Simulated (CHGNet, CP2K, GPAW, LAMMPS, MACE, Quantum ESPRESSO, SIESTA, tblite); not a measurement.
# Running glassy 67P2O5-33MgO (mol %) (80 atoms) with GPAW

Aim: run glassy 67P2O5-33MgO (mol %) (80 atoms) in GPAW and see how near its forces come to a plane-wave reference, and at what cost.

Calculated with GPAW 26.7.0; the method is named at each step.

**1. Starting point**

The cell holds 80 atoms: 20 P, 5 Mg and 55 O. Cell: a = 10.514 Å, b = 10.514 Å, c = 10.514 Å, α = 90.0°, β = 90.0°, γ = 90.0°. 80 atoms (20 P, 5 Mg, 55 O) placed at random at 2.32 g/cm³, melted at 4000 K for 10 ps at fixed volume with the Morse and Coulomb pair potential with partial charges (Pedone, Malavasi, Menziani, Cormack and Segre, J. Phys. Chem. B 110, 11780 (2006)). Quenched from 4000 K to 300 K at 25 K/ps and fixed volume, held 5 ps.

The yardstick, on the same geometry:

```
method                                           : Kohn-Sham DFT, PBE, SSSP efficiency 1.3.0 pseudopotentials, plane waves (Quantum ESPRESSO 7.5); sssp-pbe-1.3.0-efficiency, cutoffs 60/480 Ry, Γ point
r.m.s. force component                           : 1.479 eV/Å
longest force                                    : 6.598 eV/Å
pressure                                         : 2.266 GPa
gap (highest filled to lowest empty level) : 1.154 eV
time                                             : 4.8 min on 2 MPI ranks of Arm Neoverse V1, shared host
CPU time                                         : 9.6 min
```

**2. PBE, LCAO dzp, h 0.18 Å**

Method: Kohn-Sham DFT, PBE, PAW, atomic orbitals (dzp).

run.py reads:

```python
import numpy as np
from ase.io import read
from gpaw import GPAW, FermiDirac

atoms = read("structure.xyz")
atoms.calc = GPAW(
    mode="lcao",
    basis="dzp",
    h=0.18,
    xc="PBE",
    kpts={"size": (1, 1, 1), "gamma": True},
    occupations=FermiDirac(0.05),
    maxiter=200,
    symmetry={"point_group": False},
    txt="gpaw.txt",
)
energy = atoms.get_potential_energy(force_consistent=True)
forces = atoms.get_forces()
print(f"energy {energy:.6f} eV")
print("forces (eV/A)")
for i, (a, f) in enumerate(zip(atoms, forces)):
    print(f"{i:4d} {a.symbol:2s} {f[0]:10.5f} {f[1]:10.5f} {f[2]:10.5f}")
print(f"Fermi level {atoms.calc.get_fermi_level():.4f} eV")
for k in range(len(atoms.calc.get_ibz_k_points())):
    for s in range(atoms.calc.get_number_of_spins()):
        e = atoms.calc.get_eigenvalues(kpt=k, spin=s)
        n = np.searchsorted(e, atoms.calc.get_fermi_level())
        print(f"k {k} spin {s} levels about the Fermi level:", np.round(e[max(n - 6, 0):n], 4).tolist(), "|", np.round(e[n:n + 6], 4).tolist())
```

structure.xyz reads:

```xyz
80
Lattice="10.51380 0.00000 0.00000 0.00000 10.51380 0.00000 0.00000 0.00000 10.51380" Properties=species:S:1:pos:R:3 pbc="T T T"
P 0.83259 0.79221 5.96322
P 6.05658 4.80712 0.91302
P 5.56317 3.67279 6.15604
P 0.46092 5.77975 7.26230
P 6.74965 3.06961 8.97900
P 5.48105 10.43968 2.40251
P 4.19185 7.20826 0.60097
P 2.03947 3.84532 2.89908
P 9.73021 3.95456 9.37253
P 2.11212 10.40267 8.60123
P 10.41255 8.97921 10.31425
P 6.21134 0.91449 5.20738
P 5.92558 6.47587 4.93549
P 10.37218 3.58121 5.12001
P 8.97889 5.56432 1.43398
P 3.17874 6.66060 3.44832
P 7.95716 8.42671 8.43385
P 8.66873 9.66586 5.71131
P 10.00767 0.85309 1.71848
P 3.22490 5.65401 8.67935
Mg 2.26352 2.81349 10.20375
Mg 7.94633 8.11466 2.84030
Mg 5.54929 10.35273 9.84744
Mg 4.82678 8.82770 7.22077
Mg 2.46612 0.71178 3.12775
O 6.57533 9.02158 8.58410
O 0.10924 7.17010 7.07379
O 2.94176 2.68459 3.18757
O 1.65540 0.51423 4.79934
O 2.23965 7.61883 4.08903
O 6.17444 3.53958 7.61840
O 3.37093 4.26398 9.28715
O 1.82814 3.91502 1.40244
O 9.11504 8.83727 9.45432
O 4.46447 6.45453 4.27964
O 6.06057 0.68119 3.70874
O 9.98306 9.90137 0.96695
O 9.56262 0.70306 3.11293
O 1.47677 0.41519 7.29595
O 3.66437 7.08146 2.03137
O 5.74779 0.63430 1.12182
O 5.99655 7.70525 5.84893
O 6.86593 6.60309 3.77487
O 3.14678 9.33941 8.21107
O 5.20233 0.15729 6.09716
O 8.73087 7.05245 1.38561
O 10.02344 10.43694 5.94040
O 8.44290 9.03482 7.10743
O 4.55973 8.57852 0.13699
O 8.29675 3.41394 8.96901
O 5.35121 6.16077 0.62294
O 0.26915 2.92431 9.39408
O 0.98188 1.01542 1.78514
O 0.34170 2.27971 5.95386
O 4.04340 10.20890 2.77259
O 6.10368 2.41512 5.48169
[... 20 atom lines left out ...]
O 0.37292 4.79976 6.00611
O 6.30860 9.12829 2.36855
O 9.21724 1.89995 1.00018
O 9.66618 5.19298 2.70835
```

Run with:

```bash
OMP_NUM_THREADS=1 python run.py > output.txt
```

Log:

```text
energy -495.260349 eV
forces (eV/A)
   0 P    -2.15100    0.59028   -2.30989
   1 P    -1.80974   -1.03195    2.83771
   2 P    -6.07332    2.88872    1.60842
   3 P     0.32744    0.38006   -0.83339
   4 P     0.36343   -1.17320    1.16411
   5 P     0.91927   -4.28667   -0.54815
   6 P     1.22911    0.75526   -2.67094
   7 P     0.41520   -2.67059   -2.77278
   8 P     0.35855    0.03699    2.28553
   9 P     1.38368   -2.81173    2.48420
  10 P    -0.23583   -1.30194    2.24490
  11 P    -2.43520   -5.16054    1.22228
  12 P     0.92649    3.67340   -1.52895
  13 P    -1.67003    0.19075   -0.10053
  14 P     1.95842    1.40841    3.41129
  15 P    -2.04612    2.28786    3.09900
  16 P     0.60441   -6.11093    2.01705
  17 P     2.08316   -1.80652   -1.07763
  18 P    -1.62418    2.94706    0.67867
  19 P     4.00924   -2.79059   -0.82389
  20 Mg   -0.98971    0.66150    0.70083
  21 Mg   -0.71544   -0.29617   -0.16030
  22 Mg    0.57367   -0.16045    1.03149
  23 Mg    0.75500   -1.12921   -1.00791
[...]
72 O    -0.39713   -0.57149    1.09210
  73 O     1.85589   -2.02299    0.94110
  74 O    -0.05068   -0.02271   -0.10336
  75 O    -0.11700   -1.21521    0.05003
  76 O     2.09868    0.99378   -0.32620
  77 O     0.50633   -0.52907    0.54230
  78 O    -0.88010    0.77953   -2.33766
  79 O     0.06062   -0.90443   -0.27071
Fermi level 4.1743 eV
k 0 spin 0 levels about the Fermi level: [1.5241, 1.8669, 1.978, 2.5624, 3.0752, 3.8084] | [4.5402, 5.3273, 5.6713, 5.78, 6.0445, 6.2668]
```

gpaw.txt:

```text
Input parameters:
  mode=LCAO(),
  basis={'default': 'dzp'},
  h=0.18,
  kpts=MonkhorstPack(size=(1, 1, 1), gamma=True),
  maxiter=200,
  occupations=Occupations(name='fermi-dirac', width=0.05, fixmagmom=False),
  symmetry=Symmetry(point_group=False),
  xc=XC(name='PBE')
Unit cell  # Å
| periodic |         x |         y |         z |   lengths |    angles |
|----------|-----------|-----------|-----------|-----------|-----------|
|      yes | 10.513800 |  0.000000 |  0.000000 | 10.513800 | 90.000000 |
|      yes |  0.000000 | 10.513800 |  0.000000 | 10.513800 | 90.000000 |
|      yes |  0.000000 |  0.000000 | 10.513800 | 10.513800 | 90.000000 |
Number of symmetries: 1
Symmetry operations  # r_c * U_cc + t_c -> r_c
|   | kind |            matrix            |
|---|------|------------------------------|
| 0 |  E   |  1, 0, 0,  0, 1, 0,  0, 0, 1 |
BZ-sampling:
  Number of BZ points: 1
  Number of IBZ points: 1
  Monkhorst-Pack size: [1, 1, 1]
  Monkhorst-Pack shift: [0, 0, 0]
[... lines left out ...]
eigensolver:
density mixing:
  MSR1-Mixer
occupation numbers:
  Fermi-Dirac:
    width: 0.0500  # eV
FastPoissonSolver using
    Stencil: 6*3+1=19 point O(h^6) finite-difference Laplacian
xc functional:
  name: PBE with 2 nearest neighbor stencil
interpolation: tri-quintic # 5. degree polynomial
Initialization done in: 9.496 s
convergence criteria:
- Maximum [total energy] change in last 3 cyles: 0.0005 eV / valence electron
- Maximum integral of absolute [dens]ity change: 0.0001 electrons / valence electron
- Maximum integral of absolute [eigenst]ate change: 4e-08 eV^2 / valence electron
maximum number of iterations: 200
SCF iterations
|iter     |      energy | eigst |  dens |
|---------|-------------|-------|-------|
|iter:   1| -559.649581 |      c|       |
|iter:   2| -543.820685 |      c| -0.83 |
|iter:   3| -495.372544 |      c| -0.88 |
|iter:   4| -495.284623 |      c| -1.50 |
|iter:   5| -495.310279c|      c| -1.82 |
|iter:   6| -495.260857c|      c| -2.20 |
|iter:   7| -495.260272c|      c| -2.89 |
|iter:   8| -495.259825c|      c| -3.27 |
|iter:   9| -495.259795c|      c| -3.88 |
|iter:  10| -495.259797c|      c| -4.25c|
Converged in 10 steps
SCF loop duration: 77.568 s (7.757 s/step)
Energy contributions relative to reference atoms: (reference = -325553.374180)
Energy contributions:
  Kinetic:         502.573852
  Coulomb:        -366.438268
  Zero:              4.173018
  External:          0.000000
  Xc:             -635.567848
  Entropy:          -0.001103
  Spinorbit:         0.000000
  ----------------------------
  Free energy:    -495.260349
  Extrapolated:   -495.259797
dipole moment: (3.127165, 30.001864, -28.281556)  # |e|*Ang
Fermi level: 4.174
Eigenvalues  # (at kpt = [0.000, 0.000, 0.000])
| band index |      eig [eV] | occ [0-2] |
|------------|---------------|-----------|
|          0 |       -74.131 |     2.000 |
|        ... |               |           |
|        232 |         1.442 |     2.000 |
|        233 |         1.493 |     2.000 |
[...]
|        247 |         6.747 |     0.000 |
|        ... |               |           |
|        291 |        10.364 |     0.000 |
Gap: 0.732 eV
Transition (v -> c):
  (s=0, k=0, n=239, [0.00, 0.00, 0.00]) -> (s=0, k=0, n=240, [0.00, 0.00, 0.00])
No difference between direct/indirect transitions
Force computation time: 17.693  # s
timing:  # [seconds]
  Total:  104.792  # ━━━━━━━━━━━━━━━━━━━━━━━━━━━━━━━━━━━━━━━━━━━━━━━━━━━━━━━━
  Init:     9.495  # ━━━━━
  SCF:     77.568  # ━━━━━━━━━━━━━━━━━━━━━━━━━━━━━━━━━━━━━━━━━╸
  Forces:  17.693  # ━━━━━━━━━╸
```

Run time: 1.8 min. Hardware: 1 thread of Arm Neoverse V1, shared host; peak memory 1.4 GiB.

Banners, paths, timers and routine set-up lines are dropped from the logs unmarked, and long logs keep their key lines alone; longer cuts are marked.

Numbers from this run, and their distance from the reference:

```
r.m.s. force component                           : 1.695 eV/Å
r.m.s. difference of force components            : 492.1 meV/Å
longest difference of force vectors              : 1566 meV/Å
force difference over r.m.s. force               : 33.28 %
slope of forces against the reference's          : 1.102
correlation of force components                  : 0.961
gap (highest filled to lowest empty level) : 0.7318 eV
gap difference                                   : -0.4221 eV
```

This run lies far from the reference in forces at the same functional. Basis and potentials both differ; the latter hold 480 valence electrons against the reference's 440.

Length of the force difference by element (eV/Å):

| element | atoms | mean | most |
| --- | --- | --- | --- |
| Mg | 5 | 0.16 | 0.25 |
| O | 55 | 0.90 | 1.6 |
| P | 20 | 0.32 | 0.66 |

Levels nearest the highest filled one (eV from it): -2.28, -1.94, -1.83, -1.25, -0.73, 0.00, 0.73, 1.52, 1.86, 1.97, 2.24, 2.46.

The surroundings of O61, which has 1 bonded neighbour where the commonest count for O is 2, nearest first, numbered as they follow in the input and with coordinates relative to it.

| atom | x | y | z | distance (Å) | bonds | Fx | Fy | Fz (eV/Å) |
| --- | --- | --- | --- | --- | --- | --- | --- | --- |
| O61 | 0.00 | 0.00 | 0.00 | 0.00 | 1 | -1.34 | -0.09 | -0.67 |
| P14 | 1.47 | 0.02 | -0.09 | 1.47 | 4 | -1.67 | 0.19 | -0.10 |
| O54 | 1.95 | -1.28 | 0.75 | 2.45 | 2 | 0.79 | -0.47 | 2.34 |
| O77 | 1.98 | 1.24 | 0.80 | 2.47 | 2 | 2.10 | 0.99 | -0.33 |
| O72 | 2.37 | -0.04 | -1.35 | 2.73 | 2 | -0.45 | 0.41 | -0.17 |
| O56 | -2.80 | -1.14 | 0.27 | 3.04 | 2 | 3.19 | -0.17 | -2.12 |
| O80 | 0.76 | 1.63 | -2.50 | 3.08 | 1 | 0.06 | -0.90 | -0.27 |
| O74 | -2.85 | 1.47 | 0.33 | 3.23 | 2 | 1.86 | -2.02 | 0.94 |
| P3 | -3.34 | 0.11 | 0.95 | 3.48 | 4 | -6.07 | 2.89 | 1.61 |

Atoms are counted from 1 here, from 0 in the log.

Forces lie 33 % from the reference's, at 0.18 times its CPU time (on 1 against 2 cores).

The difference per atom is largest on O (0.90 eV/Å on average, against 0.32 on P).

**3. PBE, LCAO dzp, h 0.28 Å**

Method: Kohn-Sham DFT, PBE, PAW, atomic orbitals (dzp).

Edit run.py of step 2 so:

```diff
@@ -8,3 +8,3 @@
     basis="dzp",
-    h=0.18,
+    h=0.28,
     xc="PBE",
```

structure.xyz is that of step 2.

Log:

```text
energy -421.077344 eV
forces (eV/A)
   0 P    -2.16858    0.71204   -2.11719
   1 P    -1.82409   -0.93563    2.80091
   2 P    -6.25705    2.87585    1.73511
   3 P     0.25327    0.23193   -0.71574
   4 P     0.31161   -1.10213    0.98648
   5 P     0.74128   -4.31639   -0.73362
[...]
77 O     2.70741   -3.73382   -1.68964
  78 O     0.60542    0.54993   -3.88340
  79 O    -1.60696    2.42658   -3.41296
Fermi level 4.1944 eV
k 0 spin 0 levels about the Fermi level: [1.5332, 1.9084, 1.9861, 2.5769, 3.0839, 3.8025] | [4.5863, 5.3854, 5.7246, 5.8105, 6.0844, 6.3183]
```

gpaw.txt:

```text
Input parameters:
  mode=LCAO(),
  basis={'default': 'dzp'},
  h=0.28,
  kpts=MonkhorstPack(size=(1, 1, 1), gamma=True),
  maxiter=200,
  occupations=Occupations(name='fermi-dirac', width=0.05, fixmagmom=False),
[... lines left out ...]
  Fermi-Dirac:
[... lines left out ...]
convergence criteria:
- Maximum [total energy] change in last 3 cyles: 0.0005 eV / valence electron
[... lines left out ...]
Converged in 10 steps
[... lines left out ...]
  Free energy:    -421.077344
[... lines left out ...]
Fermi level: 4.194
[... lines left out ...]
|        ... |               |           |
|        291 |        10.408 |     0.000 |
Gap: 0.784 eV
Transition (v -> c):
  (s=0, k=0, n=239, [0.00, 0.00, 0.00]) -> (s=0, k=0, n=240, [0.00, 0.00, 0.00])
No difference between direct/indirect transitions
Force computation time: 6.959  # s
timing:  # [seconds]
  Total:  47.735  # ━━━━━━━━━━━━━━━━━━━━━━━━━━━━━━━━━━━━━━━━━━━━━━━━━━━━━━━━━
  Init:    6.415  # ━━━━━━━╸
  SCF:    34.327  # ━━━━━━━━━━━━━━━━━━━━━━━━━━━━━━━━━━━━━━━━━
  Forces:  6.960  # ━━━━━━━━╸
```

It took 49 s on 1 thread; peak memory 0.47 GiB.

Numbers from this run, and their distance from the reference:

```
r.m.s. force component                           : 2.639 eV/Å
r.m.s. difference of force components            : 2135 meV/Å
longest difference of force vectors              : 6272 meV/Å
force difference over r.m.s. force               : 144.4 %
slope of forces against the reference's          : 1.05
correlation of force components                  : 0.5895
gap (highest filled to lowest empty level) : 0.7838 eV
gap difference                                   : -0.3701 eV
energy less the same-level run's                 : 927.3 meV/atom
r.m.s. force difference from the same-level run  : 2125 meV/Å
```

This is a coarse setting, run to see what it loses.

Against the first run (33 %), the force difference from the reference is 144 %, at 0.46 times the CPU time: the grid matters here.

The difference per atom is largest on O (4.3 eV/Å on average, against 0.34 on P). The forces add up to 46 eV/Å instead of zero, usually a sign of too coarse a grid.

**4. PBE, LCAO sz(dzp), h 0.18 Å**

Method: Kohn-Sham DFT, PBE, PAW, atomic orbitals (sz(dzp)).

Edit run.py of step 3 so:

```diff
@@ -7,4 +7,4 @@
     mode="lcao",
-    basis="dzp",
-    h=0.28,
+    basis="sz(dzp)",
+    h=0.18,
     xc="PBE",
```

structure.xyz is that of step 3.

Log:

```text
energy -272.602144 eV
forces (eV/A)
   0 P    -3.25350    0.61082    0.13552
   1 P    -0.56176   -0.74076    0.25830
   2 P    -2.36327    3.87699    1.28106
   3 P     1.16782   -2.03257   -1.64854
   4 P     0.42062    0.33960    0.94003
   5 P     1.44175   -2.90655    0.69450
[...]
77 O     3.95477   -5.42988    0.54083
  78 O    -4.89484    6.38111   -5.74918
  79 O     3.84132   -2.79238    6.70354
Fermi level 4.6436 eV
k 0 spin 0 levels about the Fermi level: [2.9273, 3.1613, 3.2402, 3.5948, 4.106, 4.5406] | [4.7466, 5.6701, 5.7775, 6.2287, 6.4687, 6.8078]
```

gpaw.txt:

```text
Input parameters:
  mode=LCAO(),
  basis={'default': 'sz(dzp)'},
  h=0.18,
  kpts=MonkhorstPack(size=(1, 1, 1), gamma=True),
  maxiter=200,
  occupations=Occupations(name='fermi-dirac', width=0.05, fixmagmom=False),
[... lines left out ...]
  Fermi-Dirac:
[... lines left out ...]
convergence criteria:
- Maximum [total energy] change in last 3 cyles: 0.0005 eV / valence electron
[... lines left out ...]
Converged in 20 steps
[... lines left out ...]
  Free energy:    -272.602144
[... lines left out ...]
Fermi level: 4.644
[... lines left out ...]
|        ... |               |           |
|        291 |        12.356 |     0.000 |
Gap: 0.206 eV
Transition (v -> c):
  (s=0, k=0, n=239, [0.00, 0.00, 0.00]) -> (s=0, k=0, n=240, [0.00, 0.00, 0.00])
No difference between direct/indirect transitions
Force computation time: 4.535  # s
timing:  # [seconds]
  Total:  72.449  # ━━━━━━━━━━━━━━━━━━━━━━━━━━━━━━━━━━━━━━━━━━━━━━━━━━━━━━━━━
  Init:    7.680  # ━━━━━━
  SCF:    60.205  # ━━━━━━━━━━━━━━━━━━━━━━━━━━━━━━━━━━━━━━━━━━━━━━━╸
  Forces:  4.535  # ━━━╸
```

The job ended after 74 s (1 thread; peak memory 1.1 GiB).

Against the reference:

| Property | Result |
| --- | --- |
| r.m.s. force component | 3.563 eV/Å |
| r.m.s. difference of force components | 3207 meV/Å |
| longest difference of force vectors | 10460 meV/Å |
| force difference over r.m.s. force | 216.9 % |
| slope of forces against the reference's | 1.051 |
| correlation of force components | 0.4361 |
| gap (highest filled to lowest empty level) | 0.206 eV |
| gap difference | -0.9479 eV |

This is a coarse setting, run to see what it loses.

Against the first run (33 %), the force difference from the reference is 217 %, at 0.70 times the CPU time (20 SCF steps against 10), with 340 basis functions against 1070: the smaller basis costs accuracy.

**5. The ladder**

Differences are against the plane-wave reference, forces as r.m.s. over components; share is that over the reference's r.m.s. force, slope the least-squares factor from reference forces to these. Total energies of different programs have different zeros and aren't compared.

| run | Δ force, r.m.s. (meV/Å) | share (%) | slope | Δ gap (eV) | cores | CPU time | memory (GiB) |
| --- | --- | --- | --- | --- | --- | --- | --- |
| reference | - | - | - | - | 2 | 9.6 min | 3.5 |
| GPAW PBE, LCAO dzp, h 0.18 Å | 492 | 33.3 | 1.102 | -0.422 | 1 | 1.8 min | 1.4 |
| GPAW PBE, LCAO dzp, h 0.28 Å (coarse) | 2135 | 144 | 1.050 | -0.370 | 1 | 49 s | 0.47 |
| GPAW PBE, LCAO sz(dzp), h 0.18 Å (coarse) | 3207 | 217 | 1.051 | -0.948 | 1 | 74 s | 1.1 |

Rows marked coarse were listed beforehand as settings not expected to be converged; some can still land near the reference.

CPU time is summed over cores on a shared host, where runs went side by side, so it is rough. Symmetry, cutoffs, thresholds, outputs and thread counts weren't matched or tuned between programs; memory under MPI is the largest rank's times the ranks.

Within one program, basis, potentials and functional, energies share a zero. Each run against its twin at the usual cutoff or grid and solver:

| run | twin | Δ energy (meV/atom) | Δ force, r.m.s. (meV/Å) | CPU time over the twin's |
| --- | --- | --- | --- | --- |
| GPAW PBE, LCAO dzp, h 0.28 Å | LCAO dzp, h 0.18 Å | 927 | 2125 | 0.46 |

**6. Results**

- nearest in forces: GPAW PBE, LCAO dzp, h 0.18 Å, 33 %
- its CPU time: 1.8 min

The PBE run in local orbitals, coarse settings apart, differs by 33 % (GPAW PBE, LCAO dzp, h 0.18 Å); basis, grid and potentials can all enter. Runs with settings chosen to be coarse differ by 144 % (GPAW PBE, LCAO dzp, h 0.28 Å) to 217 % (GPAW PBE, LCAO sz(dzp), h 0.18 Å), their programs' other errors included. Of the electronic-structure runs that take under half the reference's CPU time, GPAW PBE, LCAO dzp, h 0.18 Å comes nearest, at 33 % in 1.8 min against 9.6 min. GPAW PBE, LCAO dzp, h 0.18 Å stiffens the forces by a factor of 1.10 while following their directions (correlation 0.961); the difference isn't even, but is largest on one element. At the same functional, gaps differ from the reference's 1.15 eV by between -0.95 and -0.37 eV. The potentials hold different valence shells: 440 electrons in the reference, 480 in GPAW; this bears on time and differences. In our tests on small cells the SSSP efficiency potentials stood apart from two norm-conserving sets, for C–F bonds most and for P–O bonds less, so differences between them and other runs here needn't be the other run's error. The quench rate of 25 K/ps is many orders above laboratory rates, so the cell is likely richer in defects and strain than a real sample. The network of bonds at the start is that of the classical potential that made the cell, and needn't be the one that DFT or experiment would give. The electronic-structure runs sample only Γ, in a cell whose shortest periodic width is 11 Å.

[Also dropped from logs without a mark: logging warnings of Python, and SIESTA's first energy breakdown and zero terms.]

[Logs are printed without paths, hosts, clocks, repeated set-up lines and the standing remarks that a program may print on its own settings, such as how far it seeks lower states.]

[Hosts, paths, dates, database ids (printed as entryN), source tags and the programs' standing remarks are cut or masked in the printed files.]
